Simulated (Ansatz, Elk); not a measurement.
**Bonding as seen by X-rays: Be2Ni3Pb**

The structure of Be2Ni3Pb used here is made up (a known structure type with other elements) and was relaxed beforehand with PBEsol. The aim is the Fourier transform of its all-electron density, F(hkl), set beside the sum over free spherical atoms that refinements use.

Main program and level: Elk 11.2.3 (patched build); DFT, PBE, all-electron APW+lo, Dirac cores, scalar-relativistic bands, static density, no spin.

The structure was built from a prototype and need not be the compound's stable phase.

### 1. Starting point

Symmetry: P6/mmm, No. 191, hexagonal system. Conventional cell: a = 4.916 Å, b = 4.916 Å, c = 3.441 Å, α = 90.00°, β = 90.00°, γ = 120.00°. Nearest to Pb lie 6 Be at 2.84 Å and 12 Ni at 3.00 Å. Nearest to Ni lie 4 Be at 2.23 Å and 4 Ni at 2.46 Å and 4 Pb at 3.00 Å. Be has 6 Ni at 2.23 Å and 3 Pb at 2.84 Å and 3 Be at 2.84 Å nearest. Farther neighbours are not listed.

### 2. Ground state and structure factors

An all-electron density is needed, since X-rays see the cores too. Task 0 finds the density and task 195 Fourier-transforms it; tshift is off so that phases refer to the origin typed.

The input, elk.in:

```
tasks
  0
  195

xctype
  20

spinpol
  .false.

rgkmax
  7.0

gmaxvr
  14.0

lmaxo
  7

lmaxapw
  8

swidth
  0.002

tshift
  .false.

ramdisk
  .false.

hmaxvr
  5.5

maxscl
  120

epspot
  1e-06

sppath
  './'

avec
  9.28977496631 0.00000000000 -0.00000000000
  -4.64488748316 8.04518111627 -0.00000000000
  -0.00000000000 -0.00000000000 6.50198649119

atoms
  3
  'Pb.in'
  1
  -0.0000000000 -0.0000000000 -0.0000000000   0.000000 0.000000 0.000000
  'Ni.in'
  3
  0.0000000000 0.5000000000 0.5000000000   0.000000 0.000000 0.000000
  0.5000000000 0.5000000000 0.5000000000   0.000000 0.000000 0.000000
  0.5000000000 -0.0000000000 0.5000000000   0.000000 0.000000 0.000000
  'Be.in'
  2
  0.6666666667 0.3333333333 -0.0000000000   0.000000 0.000000 0.000000
  0.3333333333 0.6666666667 0.0000000000   0.000000 0.000000 0.000000

ngridk
  5 5 7
```

Started as:

```console
> OMP_NUM_THREADS=4 elk
```

Numbers of over 12 decimals in the logs are rounded to 6 here.

The program printed:

```text
┌─────────────────────────┐
│ Elk code version 11.2.3 │
└─────────────────────────┘

All units are atomic (Hartree, Bohr, etc.)

┌─────────────────────────────────────────────────┐
│ Ground-state run starting from atomic densities │
└─────────────────────────────────────────────────┘

Lattice vectors :
   9.289774966       0.000000000      -0.000000000
  -4.644887483       8.045181116      -0.000000000
  -0.000000000      -0.000000000       6.501986491

Reciprocal lattice vectors :
  0.6763549526      0.3904937140       0.000000000
   0.000000000      0.7809874279       0.000000000
   0.000000000       0.000000000      0.9663485637

Unit cell volume      :    485.9449601
Brillouin zone volume :   0.5104491945

Muffin-tin inner radius fraction :   0.1000000000E-01

Nuclei treated as point charges

Species : 1 (Pb)
 parameters loaded from : Pb.in
 name : lead
 nuclear charge    :   -82.00000000
 electronic charge :    82.00000000
 atomic mass :    377702.4943
 muffin-tin radius :    2.800000000
 number of radial points in muffin-tin :   1393
 inner part over the whole radius :   0.9993555083E-02
 number on inner part of muffin-tin    :   1001
 approximate nuclear radius :   0.1047603524E-03
 number of mesh points to nuclear radius :    525
 atomic positions (lattice), magnetic fields (Cartesian) :
  1 :   0.00000000  0.00000000  0.00000000    0.00000000  0.00000000  0.00000000

Species : 2 (Ni)
 parameters loaded from : Ni.in
 name : nickel
 nuclear charge    :   -28.00000000
 electronic charge :    28.00000000
 atomic mass :    106991.5231
 muffin-tin radius :    2.297443742
 number of radial points in muffin-tin :    993
 inner part over the whole radius :   0.9915594928E-02
 number on inner part of muffin-tin    :    700
 approximate nuclear radius :   0.7325707712E-04
 number of mesh points to nuclear radius :    335
 atomic positions (lattice), magnetic fields (Cartesian) :
  1 :   0.00000000  0.50000000  0.50000000    0.00000000  0.00000000  0.00000000
  2 :   0.50000000  0.50000000  0.50000000    0.00000000  0.00000000  0.00000000
  3 :   0.50000000  0.00000000  0.50000000    0.00000000  0.00000000  0.00000000

Species : 3 (Be)
 parameters loaded from : Be.in
 name : beryllium
 nuclear charge    :   -4.000000000
 electronic charge :    4.000000000
 atomic mass :    16428.20280
 muffin-tin radius :    1.800000000
 number of radial points in muffin-tin :    593
 inner part over the whole radius :   0.9826427374E-02
 number on inner part of muffin-tin    :    403
 approximate nuclear radius :   0.4290726161E-04
 number of mesh points to nuclear radius :    156
 atomic positions (lattice), magnetic fields (Cartesian) :
  1 :  -0.33333333  0.33333333  0.00000000    0.00000000  0.00000000  0.00000000
  2 :   0.33333333 -0.33333333  0.00000000    0.00000000  0.00000000  0.00000000

Total number of atoms per unit cell :    6
Total muffin-tin volume :    293.1961789
 ratio of muffin-tin to unit cell volume :   0.6033526489

Spin treatment :
 spin-unpolarised

Number of Bravais lattice symmetries :   24
Number of crystal symmetries         :   24
Crystal has inversion symmetry
Real symmetric eigensolver will be used

k-point grid :      5     5     7
k-point offset :    0.000000000       0.000000000       0.000000000
k-point set is reduced with full crystal symmetry group
Total number of k-points :       20

Muffin-tin radius times maximum |G+k| :    7.000000000
 using average radius
Maximum |G+k| for APW functions       :    3.159716628
Maximum (1/2)|G+k|²                   :    4.991904586
Maximum |G| for potential and density :    14.00000000
Constant for pseudocharge density :   10
 order of it for each species :   17  17  17
 order of it for pair densities of each species (exact exchange by exxq0 0: 18) :   15  10   5
Radial integration step length :    1

G-vector grid sizes :     42    42    30
Number of G-vectors :    22535

Maximum angular momentum used for
 APW functions            :    8
 outer part of muffin-tin :    7
[...]
total energy                :     -25518.429230343

Density of states at Fermi energy :    84.37733134
 (states/Hartree/unit cell)

Estimated indirect band gap :   0.1727843480E-02
 from k-point 8 to k-point 13
Estimated direct band gap   :   0.1055451880E-01
 at k-point 7

Charges :
 core                        :    108.0000000
 valence                     :    66.00000000
 interstitial                :    5.591808342
 muffin-tins (core leakage)
  species : 1 (Pb)
[...]
species : 2 (Ni)
[...]
species : 3 (Be)
[...]
total in muffin-tins        :    168.4081917
 total calculated charge     :    173.9946281
 total charge                :    174.0000000
 error                       :   0.5371913533E-02

RMS change in Kohn-Sham potential (target) :    3.936970383     (  0.1000000000E-05)
Absolute change in total energy (target)   :    2.726139417     (  0.1000000000E-03)

[... loops 3 to 17 left out ...]

┌──────────────────┐
│ Loop number : 18 │
└──────────────────┘

Energies :
 Fermi                       :     0.299206
 sum of occupied eigenvalues :     -15570.420768815
 electron kinetic            :      29035.027904959
 core electron kinetic       :      28426.965835460
 Coulomb                     :     -53968.618330642
 Coulomb potential           :     -43839.018062445
 nuclear-nuclear             :     -2381.8097208891
 electron-nuclear            :     -59391.041090249
 Hartree                     :      7804.2324804957
 Madelung                    :     -32049.109299420
 xc potential                :     -766.43061132932
 exchange                    :     -577.73549593885
 correlation                 :     -9.365721
 electron entropic           :    -0.15310872937026E-02
 total energy                :     -25520.693173960

Density of states at Fermi energy :    123.8349574
 (states/Hartree/unit cell)

Estimated indirect band gap :   0.1137403803E-02
 from k-point 19 to k-point 11
Estimated direct band gap   :   0.1561243216E-02
 at k-point 11

Charges :
 core                        :    108.0000000
 valence                     :    66.00000000
 interstitial                :    6.053017207
 muffin-tins (core leakage)
  species : 1 (Pb)
[...]
species : 2 (Ni)
[...]
species : 3 (Be)
[...]
total in muffin-tins        :    167.9469828
 total calculated charge     :    173.9946323
 total charge                :    174.0000000
 error                       :   0.5367739702E-02

RMS change in Kohn-Sham potential (target) :   0.5799507254E-06 (  0.1000000000E-05)
Absolute change in total energy (target)   :   0.2414522532E-04 (  0.1000000000E-03)

Convergence targets achieved

┌──────────────────┐
│ Loop number : 19 │
└──────────────────┘

Energies :
 Fermi                       :     0.299206
 sum of occupied eigenvalues :     -15570.420769745
 electron kinetic            :      29035.027921266
 core electron kinetic       :      28426.965840954
 Coulomb                     :     -53968.618346594
 Coulomb potential           :     -43839.018059422
 nuclear-nuclear             :     -2381.8097208891
 electron-nuclear            :     -59391.041125513
 Hartree                     :      7804.2324998077
 Madelung                    :     -32049.109316883
 xc potential                :     -766.43063158957
 exchange                    :     -577.73549726838
 correlation                 :     -9.365721
 electron entropic           :    -0.15310871785000E-02
 total energy                :     -25520.693174934

Density of states at Fermi energy :    123.8349422
 (states/Hartree/unit cell)

Estimated indirect band gap :   0.1137400077E-02
 from k-point 19 to k-point 11
Estimated direct band gap   :   0.1561262835E-02
 at k-point 11

Charges :
 core                        :    108.0000000
 valence                     :    66.00000000
 interstitial                :    6.053016619
 muffin-tins (core leakage)
  species : 1 (Pb)
[...]
species : 2 (Ni)
[...]
atom 3                    :    27.23358925     (  0.4877830260E-03)
  species : 3 (Be)
   atom 1                    :    2.864140982     (  0.1167200122E-02)
   atom 2                    :    2.864140982     (  0.1167200122E-02)
 total in muffin-tins        :    167.9469834
 total calculated charge     :    173.9946323
 total charge                :    174.0000000
 error                       :   0.5367739632E-02

┌──────────────────────────────┐
│ Self-consistent loop stopped │
└──────────────────────────────┘

Warning : core states of species 1 leak from the muffin-tin :   0.1205398061E-02

Warning : core states of species 2 leak from the muffin-tin :   0.4877830260E-03

Warning : core states of species 3 leak from the muffin-tin :   0.1167200122E-02

Wrote STATE.OUT
```

Run time: 33 s. Hardware: 4 threads of Arm Neoverse V1, shared host; peak memory 0.19 GiB.

SFACRHO.OUT:

```text

h k l indices transformed by vhmat matrix:
   1.000000000       0.000000000       0.000000000    
   0.000000000       1.000000000       0.000000000    
   0.000000000       0.000000000       1.000000000    

      h      k      l  multipl.   |H|            Re(F)            Im(F)           |F|

      0      0      0      1   0.0000000       174.00000     -0.11365301E-16   174.00000    
      1      0      0      6  0.78098743       47.675292      0.42149007E-14   47.675292    
      0      0      1      2  0.96634856       6.1012981      0.85360183E-14   6.1012981    
     -1      1      1     12   1.2424858       91.014979     -0.16859603E-14   91.014979    
     -2      1      0      6   1.3527099       51.454143     -0.13994806E-13   51.454143    
      2      0      0      6   1.5619749       127.26193     -0.13276937E-13   127.26193    
     -2      1     -1     12   1.6624240       89.464837      0.58436009E-14   89.464837    
     -2      2     -1     12   1.8367349       3.6011616     -0.73760761E-14   3.6011616    
      0      0     -2      2   1.9326971       122.22710      0.13897897E-13   122.22710    
      2     -3      0     12   2.0662985       40.980031     -0.15173642E-13   40.980031    
      1     -1     -2     12   2.0845286       41.019188     -0.42149007E-14   41.019188    
      3     -2     -1     24   2.2811004       74.237171     -0.18967053E-13   74.237171    
     -3      0      0      6   2.3429623       44.359859     -0.33362113E-13   44.359859    
     -2      1      2     12   2.3590554       44.054590      0.17675334E-14   44.054590    
      0     -2      2     12   2.4849716       103.86623     -0.27396854E-14   103.86623    
      3     -3     -1     12   2.5344234       75.149050      0.47919541E-14   75.149050    
      2      2      0      6   2.7054198       103.44584     -0.57284074E-13   103.44584    
      1      3      0     12   2.8158902       36.938185      0.14752152E-14   36.938185
```

Elk indexes on the primitive cell of elk.in and gives |H| = 4π sin θ/λ in inverse bohr. Below, one row stands for each form hkl of the conventional cell (m members, Friedel mates merged), F is for one primitive cell and the density is static (no thermal factor). Free-atom factors are Waasmaier and Kirfel's, and R is Σm||F|−|F'||/Σm|F|.

| hkl | m | sin θ/λ (Å⁻¹) | abs F, DFT | neutral atoms | diff. |
| --- | --- | --- | --- | --- | --- |
| 100 | 6 | 0.117 | 47.675 | 48.258 | -0.583 |
| 001 | 2 | 0.145 | 6.101 | 6.630 | -0.529 |
| 101 | 12 | 0.187 | 91.015 | 91.085 | -0.070 |
| 110 | 6 | 0.203 | 51.454 | 51.305 | +0.149 |
| 200 | 6 | 0.235 | 127.262 | 127.603 | -0.341 |
| 111 | 12 | 0.250 | 89.465 | 89.578 | -0.113 |
| 201 | 12 | 0.276 | 3.601 | 3.246 | +0.356 |
| 002 | 2 | 0.291 | 122.227 | 122.870 | -0.643 |
| 210 | 12 | 0.311 | 40.980 | 40.906 | +0.074 |
| 102 | 12 | 0.314 | 41.019 | 40.802 | +0.217 |
| 211 | 24 | 0.343 | 74.237 | 74.304 | -0.067 |
| 300 | 6 | 0.352 | 44.360 | 44.164 | +0.195 |
| 112 | 12 | 0.355 | 44.055 | 44.066 | -0.012 |
| 202 | 12 | 0.374 | 103.866 | 104.015 | -0.149 |
| 301 | 12 | 0.381 | 75.149 | 75.269 | -0.120 |
| 220 | 6 | 0.407 | 103.446 | 103.531 | -0.085 |
| 310 | 12 | 0.423 | 36.938 | 36.968 | -0.030 |
| 212 | 24 | 0.425 | 36.955 | 36.903 | +0.052 |

### 3. The highest occupied states alone

An energy window below the Fermi level keeps the highest occupied states, to see at which angles they scatter; shallow core shells can lie inside it and anion s states outside. No new self-consistency is needed.

Changes to elk.in since step 2:

```diff
@@ -1,3 +1,2 @@
 tasks
-  0
   195
@@ -40,2 +39,5 @@
 
+wsfac
+  -0.252030 0.599210
+
 sppath
```

Started as:

```console
> OMP_NUM_THREADS=4 elk
```

The program printed:

```text
┌─────────────────────────────────┐
│ Elk code version 11.2.3 started │
└─────────────────────────────────┘

Info(readinput): the functional depends on the density's gradient
 muffin-tin radial points multiplied by    2.00000
 (not where nrmtscf is given)

┌────────────────────┐
│ Current task : 195 │
└────────────────────┘
Info(checkmt): changed muffin-tin radius of species 2 (Ni) from   2.4000 to   2.2974

Info(sfacrho): density structure factors written to SFACRHO.OUT

 Energy window :  -0.2520300000      0.5992100000

┌──────────────────┐
│ Elk code stopped │
└──────────────────┘
```

It took 11 s on 4 threads; peak memory 0.16 GiB.

States within 15 eV below the Fermi level hold 38.00 electrons; any levels below the window count with the cores. Their amplitudes can exceed the total, where window and core parts have opposite phase:

```
hkl  sin θ/λ (Å⁻¹)  abs F, window  abs F, all
100          0.117          7.517      47.675
001          0.145         19.393       6.101
101          0.187          6.183      91.015
110          0.203          4.906      51.454
200          0.235         14.955     127.262
111          0.250          4.776      89.465
201          0.276         12.782       3.601
002          0.291         11.617     122.227
210          0.311          3.782      40.980
102          0.314          3.602      41.019
```

### 4. Another functional

The difference from free atoms is small, so it is set against the change that LDA (Perdew-Wang) makes.

Changes to elk.in since step 3:

```diff
@@ -1,2 +1,3 @@
 tasks
+  0
   195
@@ -4,3 +5,3 @@
 xctype
-  20
+  3
 
@@ -39,5 +40,2 @@
 
-wsfac
-  -0.252030 0.599210
-
 sppath
```

Started as:

```console
> OMP_NUM_THREADS=4 elk
```

The program printed:

```text
┌─────────────────────────┐
│ Elk code version 11.2.3 │
└─────────────────────────┘

All units are atomic (Hartree, Bohr, etc.)

┌─────────────────────────────────────────────────┐
│ Ground-state run starting from atomic densities │
└─────────────────────────────────────────────────┘

Lattice vectors :
   9.289774966       0.000000000      -0.000000000
  -4.644887483       8.045181116      -0.000000000
  -0.000000000      -0.000000000       6.501986491

Reciprocal lattice vectors :
  0.6763549526      0.3904937140       0.000000000
[...]
atom 2                    :    2.859011427     (  0.1267343993E-02)
 total in muffin-tins        :    168.0132713
 total calculated charge     :    173.9943427
 total charge                :    174.0000000
 error                       :   0.5657303888E-02

┌──────────────────────────────┐
│ Self-consistent loop stopped │
└──────────────────────────────┘

Warning : core states of species 1 leak from the muffin-tin :   0.1215124225E-02

Warning : core states of species 2 leak from the muffin-tin :   0.5093631265E-03

Warning : core states of species 3 leak from the muffin-tin :   0.1267343993E-02

Wrote STATE.OUT
[key lines of the parts left out:]
total energy                :     -25501.807729924
```

Wall time 18 s (4 threads); peak memory 0.16 GiB; 50 s of CPU time.

Against the first run R = 0.04 %; the largest change is -0.059 at 220.

### 5. A coarser k-mesh

About half the k-points along each axis test the sampling.

Changes to elk.in since step 4:

```diff
@@ -5,3 +5,3 @@
 xctype
-  3
+  20
 
@@ -64,2 +64,2 @@
 ngridk
-  5 5 7
+  2 2 4
```

Started as:

```console
> OMP_NUM_THREADS=4 elk
```

The program printed:

```text
┌─────────────────────────┐
│ Elk code version 11.2.3 │
└─────────────────────────┘

All units are atomic (Hartree, Bohr, etc.)

┌─────────────────────────────────────────────────┐
│ Ground-state run starting from atomic densities │
└─────────────────────────────────────────────────┘

Lattice vectors :
   9.289774966       0.000000000      -0.000000000
  -4.644887483       8.045181116      -0.000000000
  -0.000000000      -0.000000000       6.501986491

Reciprocal lattice vectors :
  0.6763549526      0.3904937140       0.000000000
[...]
atom 2                    :    2.869736508     (  0.1169513576E-02)
 total in muffin-tins        :    167.9351501
 total calculated charge     :    173.9946109
 total charge                :    174.0000000
 error                       :   0.5389071261E-02

┌──────────────────────────────┐
│ Self-consistent loop stopped │
└──────────────────────────────┘

Warning : core states of species 1 leak from the muffin-tin :   0.1210227958E-02

Warning : core states of species 2 leak from the muffin-tin :   0.4859504134E-03

Warning : core states of species 3 leak from the muffin-tin :   0.1169513576E-02

Wrote STATE.OUT
[key lines of the parts left out:]
total energy                :     -25520.684815781
```

Wall time 22 s (4 threads); peak memory 0.19 GiB; 45 s of CPU time.

Against the first run R = 0.02 %; the largest change is +0.104 at 001.

### 6. Settings against the effect

```
              run  R against the first run (%)  R against neutral atoms, low angle (%)  wall time
    PBE, rgkmax 7                         0.00                                    0.40       33 s
LDA (Perdew-Wang)                         0.04                                    0.41       18 s
     k-mesh 2×2×4                         0.02                                    0.39       22 s
```

### 7. What came out

```json
{
  "R against neutral atoms, sin θ/λ < 0.3 Å⁻¹": "0.40 %",
  "R against neutral atoms, 0.3 to 0.83 Å⁻¹": "0.14 %"
}
```

What this shows: Independent neutral atoms miss the calculated amplitudes by R = 0.40 % below 0.3 Å⁻¹ and 0.14 % from there to 0.83 Å⁻¹; by shells, 1.53 % below 0.15 Å⁻¹ (2 forms), 0.30 % 0.15 to 0.3 (6 forms), 0.15 % 0.3 to 0.45 (13 forms), 0.14 % above 0.45 (72 forms). Bonding, aspherical density and the tables' own atoms all enter these figures, and the runs don't part them. The largest change of an amplitude is -0.64 electrons, at 002. The window's part falls from 38.0 electrons at the origin to at most 5.64 between 0.45 and 0.83 Å⁻¹, where compact states inside the window still scatter. Below 0.3 Å⁻¹ the changes that finished (LDA (Perdew-Wang) and k-mesh 2×2×4) move F by R = 0.02 % at most, against the 0.40 % that separates it from free atoms. The basis has no finished test. These runs have no spin, though d or f shells may be open. Spin-orbit coupling is left out, which can matter for elements this heavy. Part of the difference isn't bonding: the tables are fits to free atoms and ions calculated by other methods than this functional. Thermal motion, anomalous dispersion and extinction are left out.

[Logs are printed without paths, hosts, clocks, repeated set-up lines and the standing remarks that a program may print on its own settings, such as how far it seeks lower states.]

[Hosts, paths, dates, database ids (printed as entryN), source tags and the programs' standing remarks are cut or masked in the printed files.]
